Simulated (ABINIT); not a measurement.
# Quasiparticle gap of CuI (Marshite) in ABINIT, part 2 of 2

Wanted: ground state, empty states, screening and self-energy for CuI (Marshite).

ABINIT 10.8.3; PBE and many-body steps on it, plane waves. Known limits of the many-body steps: short of the basis limit; d shell near the gap, gap tends to lie low; no spin-orbit coupling.

So far. Step 2 (Ground state): The gap is direct, at Γ. Step 3 (Bands along the symmetry lines): The gap is 1.093 eV, as in the run before at this level.

The database entry behind the starting cell differs from other determinations of this structure, so it need not match the best structure at room temperature.

In doubt: a PseudoDojo file used here is known to give poor structures and forces, which bears on pressures, cells, forces and phonons.

## (4) Empty states on the mesh, 4×4×4 mesh, 147 bands

Level of this step: DFT, PBE, plane waves, norm-conserving pseudopotentials (ABINIT).

The sums over transitions need many empty states on a uniform mesh; this step solves for them.

Contents of run.abi:

```
acell 3*1.0 Angstrom
rprim 
  0.000000000000 3.031500000000 3.031500000000
  3.031500000000 -0.000000000000 3.031500000000
  3.031500000000 3.031500000000 0.000000000000
ntypat 2
znucl 29 53
natom 2
typat 1 2
xred 
  0.250000000000 0.250000000000 0.250000000000
  0.000000000000 0.000000000000 0.000000000000
pp_dirpath "pseudos"
pseudos "Cu.upf, I.upf"
ecut 42
ngkpt 4 4 4
nshiftk 1
shiftk 0 0 0
kptopt 1
chksymbreak 0
irdden 1
istwfk *1
nband 147
prtvol 0
optdriver 6
gwr_task "HDIAGO"
paral_kgb 0
occopt 1
indata_prefix "in"
outdata_prefix "out"
tmpdata_prefix "tmp"
```

On the command line:

```console
OMP_NUM_THREADS=1 mpirun -n 8 abinit run.abi > log
```

Log:

```text
[banner, memory and clock lines left out]
.Version 10.8.3 of ABINIT. v10.8.2 released Aug 2026.

 Symmetries : space group F-4 3 m (#216); Bravais cF (face-center cubic)
[... echo of the input left out ...]
== DATASET  1 ==================================================================
-   mpi_nproc: 8, omp_nthreads: 1 (-1 if OMP is not activated)

--- !DatasetInfo
iteration_state: {dtset: 1, }
dimensions: {natom: 2, nkpt: 8, mband: 147, nsppol: 1, nspinor: 1, nspden: 1, mpw: 4916, }
cutoff_energies: {ecut:  42.0, pawecutdg:  -1.0, }
electrons: {nelect:   2.60000000E+01, charge:   0.00000000E+00, occopt:   1.00000000E+00, tsmear:   1.00000000E-02, }

.Using double precision arithmetic; gwpc =  8

- Reading GS density from: in_DEN

--- Pseudopotential description ------------------------------------------------
- Cu Generated using ONCVPSP code by D. R. Hamann
- 29.00000  19.00000  171031                  znucl, zion, pspdat
12 -101130 2 -1 1492                          pspcod,pspxc,lmax,lloc,mmax
     nproj     2     2     2
  pspatm : epsatm=   21.66068635
         --- l  ekb(1:nproj) -->
             0    5.018228   -0.401224
             1   -3.482181   -0.761012
             2   -6.875193   -2.519588
 pspatm: atomic psp has been read  and splines computed

- I Generated using ONCVPSP code by D. R. Hamann
- 53.00000   7.00000  171031                  znucl, zion, pspdat
12 -101130 2 -1 1196                          pspcod,pspxc,lmax,lloc,mmax
     nproj     2     2     2
  pspatm : epsatm=   19.17056757
         --- l  ekb(1:nproj) -->
             0    5.955518    0.916455
             1    4.011347    0.742302
             2    4.134838    0.711910
 pspatm: atomic psp has been read  and splines computed

   1.06161260E+03                                ecore*ucvol(ha*bohr**3)

 Total charge density [el/Bohr^3]
)     Maximum=    4.3915E+00  at reduced coord.    0.2083    0.2708    0.3125
)     Minimum=    9.0960E-04  at reduced coord.    0.0000    0.0000    0.0000
   Integrated=    2.6000E+01

 === KS gaps after direct diagonalization ===
 Direct band gap semiconductor
 Fundamental gap:     1.093 (eV)
   VBM:     3.896 (eV) at k: [ 0.0000E+00,  0.0000E+00,  0.0000E+00]
   CBM:     4.989 (eV) at k: [ 0.0000E+00,  0.0000E+00,  0.0000E+00]
 Direct gap:         1.093 (eV) at k: [ 0.0000E+00,  0.0000E+00,  0.0000E+00]

== END DATASET(S) ==============================================================

 -outvars: echo values of variables after computation  --------
           etotal      0.0000000000E+00
            nband         147
             nkpt           8
          spgroup         216
 [... the other variables as echoed above ...]

 Calculation completed.
```

It took 82 s on 8 MPI ranks of Arm Neoverse V1, shared host; peak memory 11 GiB.

This step gave:

```
gap                                                           : 1.093 eV
k of the valence top                                          : 0, 0, 0
k of the conduction bottom                                    : 0, 0, 0
least direct gap                                              : 1.093 eV
k points computed                                             : 8
lowest point of the top converged band, above the valence top : 91.1625 eV
```

On this mesh the gap is 1.093 eV.

## (5) Screening, 4×4×4 mesh, 139 bands, screening to 163.3 eV

The RPA dielectric matrix is built and inverted for each q.

This step: RPA screening on PBE, plane waves, norm-conserving pseudopotentials.

run.abi: that of step 4 with these lines changed.

```diff
@@ -20,10 +20,11 @@
 chksymbreak 0
-irdden 1
 istwfk *1
-nband 147
-prtvol 0
-optdriver 6
-gwr_task "HDIAGO"
-paral_kgb 0
 occopt 1
+irdwfk 1
+optdriver 3
+nband 139
+ecuteps 6
+inclvkb 2
+awtr 1
+symchi 1
 indata_prefix "in"
```

Log:

```text
.Version 10.8.3 of ABINIT. v10.8.2 released Aug 2026.

 Symmetries : space group F-4 3 m (#216); Bravais cF (face-center cubic)
[... echo of the input left out ...]
== DATASET  1 ==================================================================
-   mpi_nproc: 8, omp_nthreads: 1 (-1 if OMP is not activated)

--- !DatasetInfo
iteration_state: {dtset: 1, }
dimensions: {natom: 2, nkpt: 8, mband: 139, nsppol: 1, nspinor: 1, nspden: 1, mpw: 4916, }
cutoff_energies: {ecut:  42.0, pawecutdg:  -1.0, }
electrons: {nelect:   2.60000000E+01, charge:   0.00000000E+00, occopt:   1.00000000E+00, tsmear:   1.00000000E-02, }

 SCREENING: Calculation of the susceptibility and dielectric matrices

 Based on a program developped by R.W. Godby, V. Olevano, G. Onida, and L. Reining.
 Incorporated in ABINIT by V. Olevano, G.-M. Rignanese, and M. Torrent.
.Using double precision arithmetic ; gwpc =  8

[... cell and pseudopotentials left out ...]
--------------------------------------------------------------------------------

 ==== K-mesh for the wavefunctions ====
 Number of points in the irreducible wedge :     8
[... list of points left out ...]
 Together with 24 symmetry operations and time-reversal symmetry
 yields    64 points in the full Brillouin Zone.

 ==== Q-mesh for the screening function ====
 Number of points in the irreducible wedge :     8
[... list of points left out ...]
 Together with 24 symmetry operations and time-reversal symmetry
 yields    64 points in the full Brillouin Zone.

 setmesh: FFT mesh size selected  =    32x   32x   32
          total number of points  =        32768

 vcoul_init : cutoff-mode = AUXILIARY_FUNCTION
 q-points for optical limit:   1
     1)      0.000010    0.000020    0.000030

- screening: taking advantage of time-reversal symmetry
- Maximum band index for partially occupied states nbvw = 13
- Remaining bands to be divided among processors   nbcw = 126
- Number of bands treated by each node ~15

 Number of electrons calculated from density =   26.0000; Expected =   26.0000
 average of density, n =  0.069147
 r_s =    1.5114
 omega_plasma =   25.3655 [eV]

 calculating chi0 at frequencies [eV] :
  1    0.000000E+00    0.000000E+00
  2    0.000000E+00    2.536545E+01

--------------------------------------------------------------------------------
  q-point number  1        q = ( 0.000000, 0.000000, 0.000000) [r.l.u.]
--------------------------------------------------------------------------------
[... chi0 elements left out ...]
 For q-point:  0.000010 0.000020 0.000030
  dielectric constant =  10.2258
  dielectric constant without local fields =  10.8961

  Average fulfillment of the sum rule on Im[epsilon] for q-point    1 :     55.88  [%]
[... wings left out ...]
  q-point number  2        q = ( 0.250000, 0.000000, 0.000000) [r.l.u.]
--------------------------------------------------------------------------------
[... chi0 elements left out ...]
  Average fulfillment of the sum rule on Im[epsilon] for q-point    2 :     64.20  [%]

 [... 6 further q-points ...]
```

Run time: 26 s. Hardware: 8 MPI ranks; peak memory 1.8 GiB; 3.4 min of CPU time.

Numbers from this step:

| Item | Value |
| --- | --- |
| ε∞ with local fields, on this mesh | 10.23 |
| ε∞ without local fields, on this mesh | 10.90 |
| plasma frequency | 25.37 eV |
| plane waves in the screening matrix | 259 |

Local fields lower ε∞ by 6 %.

## (6) Self-energy, 4×4×4 mesh, 139 bands, screening to 163.3 eV

The self-energy is evaluated for the states that the input lists, and the quasiparticle equation is solved.

This step: G0W0 on PBE, plane waves, norm-conserving pseudopotentials.

run.abi: that of step 5 with these lines changed.

```diff
@@ -23,8 +23,15 @@
 irdwfk 1
-optdriver 3
+optdriver 4
 nband 139
+gwcalctyp 0
+ecutsigx 42
+symsigma 1
+nkptgw 1
+kptgw 
+  0.0000000000 0.0000000000 0.0000000000
+bdgw 
+  11 17
 ecuteps 6
-inclvkb 2
-awtr 1
-symchi 1
+irdscr 1
+ppmodel 1
 indata_prefix "in"
```

Log:

```text
.Version 10.8.3 of ABINIT. v10.8.2 released Aug 2026.

 Symmetries : space group F-4 3 m (#216); Bravais cF (face-center cubic)
[... echo of the input left out ...]
== DATASET  1 ==================================================================
-   mpi_nproc: 8, omp_nthreads: 1 (-1 if OMP is not activated)

--- !DatasetInfo
iteration_state: {dtset: 1, }
dimensions: {natom: 2, nkpt: 8, mband: 139, nsppol: 1, nspinor: 1, nspden: 1, mpw: 4916, }
cutoff_energies: {ecut:  42.0, pawecutdg:  -1.0, }
electrons: {nelect:   2.60000000E+01, charge:   0.00000000E+00, occopt:   1.00000000E+00, tsmear:   1.00000000E-02, }

 SIGMA: Calculation of the GW corrections

 Based on a program developped by R.W. Godby, V. Olevano, G. Onida, and L. Reining.
 Incorporated in ABINIT by V. Olevano, G.-M. Rignanese, and M. Torrent.
.Using double precision arithmetic ; gwpc =  8

[... cell and pseudopotentials left out ...]
--------------------------------------------------------------------------------

 ==== K-mesh for the wavefunctions ====
 Number of points in the irreducible wedge :     8
[... list of points left out ...]
 Together with 24 symmetry operations and time-reversal symmetry
 yields    64 points in the full Brillouin Zone.

 ==== Q-mesh for screening function ====
 Number of points in the irreducible wedge :     8
[... list of points left out ...]
 Together with 24 symmetry operations and time-reversal symmetry
 yields    64 points in the full Brillouin Zone.

 vcoul_init : cutoff-mode = AUXILIARY_FUNCTION
 q-points for optical limit:   1
     1)      0.000010    0.000020    0.000030
 setmesh: FFT mesh size selected  =    48x   48x   48
          total number of points  =       110592

 Number of electrons calculated from density =   26.0000; Expected =   26.0000
 average of density, n =  0.069147
 r_s =    1.5114
 omega_plasma =   25.3655 [eV]

 === KS Band Gaps ===
  >>>> For spin  1
   Minimum direct gap =   1.0930 [eV], located at k-point      :   0.0000  0.0000  0.0000
   Fundamental gap    =   1.0930 [eV], Top of valence bands at :   0.0000  0.0000  0.0000
                                       Bottom of conduction at :   0.0000  0.0000  0.0000
 SIGMA fundamental parameters:
 PLASMON POLE MODEL  1
 number of plane-waves for SigmaX                 4909
 number of plane-waves for SigmaC and W            259
 number of plane-waves for wavefunctions          4909
 number of bands                                   139
 number of independent spin polarizations            1
 number of spinorial components                      1
 number of k-points in IBZ                           8
 number of q-points in IBZ                           8
 number of symmetry operations                      24
 number of k-points in BZ                           64
 number of q-points in BZ                           64
 number of frequencies for dSigma/dE                 9
 frequency step for dSigma/dE [eV]                0.25
 number of omega for Sigma on real axis              0
 max omega for Sigma on real axis  [eV]           0.00
 zcut for avoiding poles [eV]                     0.10

 EPSILON^-1 parameters (SCR file):
 dimension of the eps^-1 matrix on file            259
 dimension of the eps^-1 matrix used               259
 number of plane-waves for wavefunctions          4909
 number of bands                                   139
 number of q-points in IBZ                           8
 number of frequencies                               2
 number of real frequencies                          1
 number of imag frequencies                          1

 matrix elements of self-energy operator (all in [eV])

 Perturbative Calculation

--- !SelfEnergy_ee
iteration_state: {dtset: 1, }
kpoint     : [   0.000,    0.000,    0.000, ]
spin       : 1
KS_gap     :    1.093
QP_gap     :    1.598
Delta_QP_KS:    0.505
data: !SigmaeeData |
     Band     E0 <VxcDFT>   SigX SigC(E0)      Z dSigC/dE  Sig(E)    E-E0       E
       11   3.896 -24.676 -30.022   4.945   0.746  -0.340 -24.975  -0.299   3.597
       12   3.896 -24.676 -30.022   4.945   0.746  -0.340 -24.975  -0.299   3.597
       13   3.896 -24.676 -30.022   4.945   0.746  -0.340 -24.975  -0.299   3.597
       14   4.989  -9.943  -5.712  -3.977   0.811  -0.234  -9.737   0.206   5.195
       15   8.755  -9.970  -5.573  -4.134   0.808  -0.238  -9.758   0.211   8.967
       16   8.755  -9.970  -5.573  -4.134   0.808  -0.238  -9.758   0.211   8.967
       17   8.755  -9.970  -5.573  -4.134   0.808  -0.238  -9.758   0.211   8.967

== END DATASET(S) ==============================================================
================================================================================

 -outvars: echo values of variables after computation  --------
           etotal      0.0000000000E+00
            nband         139
             nkpt           8
          spgroup         216
 [... the other variables as echoed above ...]

 Calculation completed.
```

Wall time 6.3 s (8 MPI ranks); peak memory 1.6 GiB.

This step gave:

| Item | Value |
| --- | --- |
| G0W0 gap on the mesh | 1.598 eV |
| starting gap on the mesh | 1.093 eV |
| k of the valence top | 0, 0, 0 |
| k of the conduction bottom | 0, 0, 0 |
| Z at the valence top | 0.746 |
| Z at the conduction bottom | 0.811 |
| least direct G0W0 gap on the computed points | 1.598 eV |

The gap on the mesh goes from 1.09 eV to 1.60 eV, a correction of +0.51 eV.

Limits: finite bands, cutoff and mesh; d shell near the gap, gap tends to lie low; no spin-orbit coupling. v1 is the top filled band, c1 the lowest empty one. Levels before and after the correction, in eV, zero at the valence-band top of each column:

```
           conduction bottom  valence top
Kohn-Sham               1.09         0.00
     G0W0               1.60         0.00
```

```
             level  energy (eV)
Kohn-Sham  Γ v3-v1        0.000
Kohn-Sham     Γ c1        1.093
Kohn-Sham  Γ c2-c4        4.859
     G0W0  Γ v3-v1        0.000
     G0W0     Γ c1        1.598
     G0W0  Γ c2-c4        5.370
```

## (7) Where the time went

Times are wall times on 8 MPI ranks of Arm Neoverse V1, shared host, good to a factor of about two.

```
                          step   time  share  memory (GiB)
                  ground state   12 s    8 %          0.65
bands along the symmetry lines   13 s   10 %          0.58
      empty states on the mesh   82 s   59 %            11
                     screening   26 s   19 %           1.8
                   self-energy  6.3 s    5 %           1.6
```

## (8) Summary of results

- PBE gap: 1.09 eV, direct
- G0W0 gap on the mesh: 1.60 eV
- GW settings: 4×4×4 mesh, 139 bands, screening to 163.3 eV, Godby-Needs plasmon pole
- known limits: short of the basis limit; d shell near the gap, gap tends to lie low; no spin-orbit coupling

In words: G0W0 moves the gap on the mesh from 1.09 eV to 1.60 eV (+0.51 eV), with Z of 0.75 and 0.81 at the edges. Local fields lower the RPA ε∞ on this mesh from 10.90 to 10.23. The dearest step here is «empty states on the mesh». Bands and cutoff are finite, so the gap stands short of the basis limit, usually by up to a few tenths of an eV; the mesh is an error of its own. A d shell, filled or nearly so, lies near the gap. One-shot GW converges very slowly in bands there, not always from below, and on a semilocal start the gap tends to come out low; starts rich in exact exchange can overshoot instead. The many-body steps are scalar-relativistic: spin-orbit coupling is not in them.

[Long decimals in the printed logs are rounded to 6 places.]

[Logs are printed without paths, hosts, clocks, repeated set-up lines and the standing remarks that a program may print on its own settings, such as how far it seeks lower states.]

[Paths, hosts, dates, memory and timing lines, banners, echoed tables and standing remarks are left out of the program output; an Ansatz launch command may be rebuilt from the run's recorded settings. Measured values are a selection of at most five: reports struck by readers or far from the other reports are left out. None is set beside runs whose start may be inverted or whose files or cutoffs have a known fault.]

[Runs of the session that timed out or met a known fault of the program may be left out.]

[Hosts, paths, dates, database ids (printed as entryN), source tags and the programs' standing remarks are cut or masked in the printed files.]

[G0W0 gaps are taken among the corrected bands and points alone; a level outside them can change the order at an edge.]

[Where Ansatz stands beside ABINIT at settings called matched, ABINIT's density can come from a denser mesh and the files from another edition; pairs whose starting gaps differed by over 0.03 eV were left out, so agreement reads better than it is.]
